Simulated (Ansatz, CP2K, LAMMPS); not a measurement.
## Aqueous K+ and Br-, 5.4 mol of salt per kg of water at 360 K (131 atoms): runs against a plane-wave reference

Density of this cell: 1.38 g/cm³. The cell holds 131 atoms: 41 O, 82 H, 4 K and 4 Br. Cell: a = 11.335 Å, b = 11.335 Å, c = 11.335 Å, α = 90.0°, β = 90.0°, γ = 90.0°. 41 H2O, 4 K+, 4 Br- placed at random, at 1.39 g/cm³; overlaps pushed apart, then 10 ps at 420 K with Joung-Cheatham ions (J. Phys. Chem. B 112, 9020 (2008)); SPC/E water (Berendsen, Grigera and Straatsma, J. Phys. Chem. 91, 6269 (1987)); charges of ions scaled by 0.85. Snapshot after 20 ps at 360 K and fixed volume.

Geometry: as built.

The reference, a calculation:

```
method                                           : Kohn-Sham DFT, PBE, PAW, plane waves (Ansatz 0.2.0); cutoff 420 eV, Γ point, fermi-dirac smearing of 0.05 eV; PAW set soft_2
r.m.s. force component                           : 0.5288 eV/Å
longest force                                    : 1.553 eV/Å
pressure                                         : -2.037 GPa
gap (highest filled to lowest empty level) : 3.165 eV
SCF cycles                                       : 9
time                                             : 15 s on 4 threads of Arm Neoverse V2, shared host
CPU time                                         : 57 s
```

Runs, in no order:
A. CP2K PBE, DZVP-MOLOPT-SR, 600/50 Ry, OT DIIS: Kohn-Sham DFT, PBE, GTH-PBE pseudopotentials, Gaussian and plane waves, DZVP-MOLOPT-SR-GTH, orbital transformation
B. CP2K PBE, DZVP-UZH, 600/50 Ry, OT DIIS: Kohn-Sham DFT, PBE, GTH-PBE pseudopotentials, Gaussian and plane waves, DZVP-MOLOPT (UZH set), orbital transformation
C. CP2K PBE, SZV-MOLOPT-SR, 600/50 Ry, OT DIIS: Kohn-Sham DFT, PBE, GTH-PBE pseudopotentials, Gaussian and plane waves, SZV-MOLOPT-SR-GTH, orbital transformation
D. CP2K GFN1-xTB, OT DIIS: GFN1-xTB tight binding (the program's own implementation), orbital transformation

Q: Order them from the smallest to the largest r.m.s. force difference.

A, B, D, C.

| run | Δ force, r.m.s. (meV/Å) | share of r.m.s. force (%) | CPU time |
| --- | --- | --- | --- |
| A. CP2K PBE, DZVP-MOLOPT-SR, 600/50 Ry, OT DIIS | 34.5 | 6.52 | 11 min |
| B. CP2K PBE, DZVP-UZH, 600/50 Ry, OT DIIS | 124 | 23.5 | 10 min |
| D. CP2K GFN1-xTB, OT DIIS | 339 | 64.2 | 4.8 s |
| C. CP2K PBE, SZV-MOLOPT-SR, 600/50 Ry, OT DIIS | 1659 | 314 | 6 min |

Periodic xTB results under one method name differ between programs and library versions. With short bonds to hydrogen, sets of potentials differ among themselves by several per cent in forces even at converged cutoffs, so the reference isn't exact here either. The network of contacts between molecules at the start is that of the classical potential that made the cell, and needn't be the one that DFT or experiment would give. The electronic-structure runs sample only Γ, in a cell whose shortest periodic width is 11 Å.

[Logs are printed without paths, hosts, clocks, repeated set-up lines and the standing remarks that a program may print on its own settings, such as how far it seeks lower states.]

[Hosts, paths, dates, database ids (printed as entryN), source tags and the programs' standing remarks are cut or masked in the printed files.]
